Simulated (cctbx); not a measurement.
# Diagnosing a refinement

Cell a = 4.1820 Å, b = 43.3900 Å, c = 4.1840 Å, α = 90.00°, β = 90.00°, γ = 90.00°; space group Cmcm (no. 63). The compound is SmDyCrTe4.

Simulated single-crystal data (cctbx): synchrotron X-rays, λ = 0.6889 Å, to d = 0.65 Å, 70 % of the full sphere, strongest reflection 5000 counts, noise from counting, a 6 % proportional error and a noise floor of 15 counts (s.d.); no absorption, and some extinction, which the refinements don't model.

An isotropic refinement with weights 1/σ² prints:

```text
Rint 0.134, 903 unique reflections to 0.65 A
cycle     R1     wR2    GooF  max shift (A)
   1  0.1445  0.2973   2.966   0.20632
   8  0.0543  0.1060   1.058   0.00039
final R1 0.0543 wR2 0.1060 GooF 1.058  parameters 17  data/parameter 53.1
atom        x        y        z      Ueq    occ   su(xyz)  su(Uiso or U11)
Dy1    0.50000  0.59880  0.25000   0.0209  1.000  0.00004  0.0003
Sm1    0.50000  0.80582  0.25000   0.0164  1.000  0.00004  0.0003
Te1    0.50000  0.87926  0.25000   0.0128  1.000  0.00004  0.0003
Te2    0.00000  0.74888  0.25000   0.0156  1.000  0.00005  0.0004
Te3    0.00000  0.54271  0.25000   0.0164  1.000  0.00005  0.0004
Te4    0.00000  0.95730  0.25000   0.0203  1.000  0.00005  0.0004
Cr1    0.50000  0.67327  0.25000   0.0160  1.000  0.00011  0.0009
Cr2    0.50000  0.66597  1.00005   1.0000  1.000  0.02258  0.1229
difference map: max 7.47 min -7.00 rms 1.53
Q1    0.0000  0.1368  0.2500    4    7.73  1.58 A from Cr1
Q2    0.0000  0.2435  0.7500    4    7.67  0.33 A from Te2
Q3    0.1346  0.0448  0.7500    8    6.68  0.57 A from Te4
Q4    0.0000  0.0826  0.2500    4    6.36  0.70 A from Dy1
Q5    0.1667  0.4704  0.2500    8    6.17  1.50 A from Te4
Q6    0.0000  0.1794  0.7500    4    6.02  1.20 A from Cr2
```

Q: Accept it or mend it, and why?

Mend it. The fault: spurious atom: Cr2. Against the right model at the same level, R1 goes from 0.0526 to 0.0543 and GooF from 1.01 to 1.06 and Cr2 takes U = the program's ceiling. A site with no density behind it hides by a very large U or drifts.

The compound is SmDyCrTe4. The right model at the same level gives:

```text
Rint 0.134, 903 unique reflections to 0.65 A
cycle     R1     wR2    GooF  max shift (A)
   1  0.1361  0.2564   2.554   0.09794
   2  0.0526  0.1013   1.009   0.00012
final R1 0.0526 wR2 0.1013 GooF 1.009  parameters 14  data/parameter 64.5
atom        x        y        z      Ueq    occ   su(xyz)  su(Uiso or U11)
Dy1    0.50000  0.59880  0.25000   0.0209  1.000  0.00003  0.0003
Sm1    0.50000  0.80582  0.25000   0.0164  1.000  0.00003  0.0003
Te1    0.50000  0.87926  0.25000   0.0128  1.000  0.00004  0.0003
Te2    0.00000  0.74889  0.25000   0.0156  1.000  0.00005  0.0003
Te3    0.00000  0.54271  0.25000   0.0164  1.000  0.00005  0.0003
Te4    0.00000  0.95729  0.25000   0.0203  1.000  0.00005  0.0004
Cr1    0.50000  0.67326  0.25000   0.0159  1.000  0.00011  0.0008
difference map: max 8.00 min -7.27 rms 1.49
Q1    0.0000  0.1369  0.2500    4    8.25  1.58 A from Cr1
Q2    0.0000  0.2436  0.7500    4    7.42  0.33 A from Te2
Q3    0.0000  0.1791  0.7500    4    7.18  2.11 A from Cr1
Q4    0.0000  0.1556  0.2500    4    6.85  0.77 A from Cr1
Q5    0.1345  0.0448  0.7500    8    6.43  0.57 A from Te4
Q6    0.0000  0.0826  0.2500    4    6.12  0.70 A from Dy1
```

The model was made for the exercise: a known structure type with other elements put in, its volume estimated, not relaxed; displacement parameters are assumed.

[Middle refinement cycles are left out of these outputs.]

[Logs are printed without paths, hosts, clocks, repeated set-up lines and the standing remarks that a program may print on its own settings, such as how far it seeks lower states.]
